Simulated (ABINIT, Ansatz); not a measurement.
# Calculated records

How the form of the self-energy moves the gap of Rb2H6Pt (Fm-3m). The structure is cubic, space group Fm-3m (No. 225). The conventional cell has a = 8.522 Å, b = 8.522 Å, c = 8.522 Å, α = 90.00°, β = 90.00°, γ = 90.00°. Rb has 12 H at 3.05 Å nearest. H has 1 Pt at 1.64 Å and 4 H at 2.32 Å and 4 Rb at 3.05 Å nearest. Nearest to Pt lie 6 H at 1.64 Å. Farther neighbours, and contacts between anions beyond the nearest, are not listed. The calculation used RPA screening on LDA, plane waves, norm-conserving pseudopotentials (and 3 further levels or steps) in ABINIT 10.8.3, with cutoff 34 Ha, PseudoDojo scalar-relativistic 0.4.1 standard, norm-conserving, ngkpt (2, 2, 2), nband 123, ecuteps 4.2 Ha, gwcalctyp 2, nfreqre 16, nfreqim 8, inclvkb 2, freqremax 40 eV, spmeth 1, nomegasf 120, shiftk (0, 0, 0), symchi 1, awtr 1, frequency cd, 2×2×2 k-mesh. The G0W0, Godby-Needs plasmon pole is 6.100 eV and the G0W0, von der Linden-Horsch plasmon pole is 6.368 eV. The G0W0, Hybertsen-Louie plasmon pole is 6.292 eV and the one-shot Hartree-Fock is 10.496 eV. The G0W0, contour deformation is 6.032 eV and the known limits are short of the basis limit; no spin polarisation; d states lean on the start; no spin-orbit coupling; coarse k mesh. It took 8 runs, 4.8 min in all on 4 MPI ranks of Arm Neoverse V2, shared host. G0W0, von der Linden-Horsch plasmon pole: +0.268 eV against G0W0, Godby-Needs plasmon pole. G0W0, Hybertsen-Louie plasmon pole: +0.192 eV against G0W0, Godby-Needs plasmon pole. The program's warnings: Min real frequency set to default [Ha] = and nproc spkpt=  >= nkpt= * nsppol=. The cell and positions are those that the Materials Project relaxed with its own functionals (PBE, PBE+U or r2SCAN), kept fixed. Limits: no spin polarisation; d states lean on the start; no spin-orbit coupling. The 2×2×2 mesh is coarse for this cell, which bears on the long-range parts of exchange and screening. The runs have no spin polarisation. For a closed low-spin shell that is the natural state; where a d or f shell is open it is a constraint, and the gap is then not the crystal's own.

[Paths, hosts, dates, memory and timing lines, banners, echoed tables and standing remarks are left out of the program output; an Ansatz launch command may be rebuilt from the run's recorded settings. Measured values are a selection of at most five: reports struck by readers or far from the other reports are left out. None is set beside runs whose start may be inverted or whose files or cutoffs have a known fault.]

[Runs of the session that timed out or met a known fault of the program may be left out.]

[Hosts, paths, dates, database ids (printed as entryN), source tags and the programs' standing remarks are cut or masked in the printed files.]

[G0W0 gaps are taken among the corrected bands and points alone; a level outside them can change the order at an edge.]

[Where Ansatz stands beside ABINIT at settings called matched, ABINIT's density can come from a denser mesh and the files from another edition; pairs whose starting gaps differed by over 0.03 eV were left out, so agreement reads better than it is.]
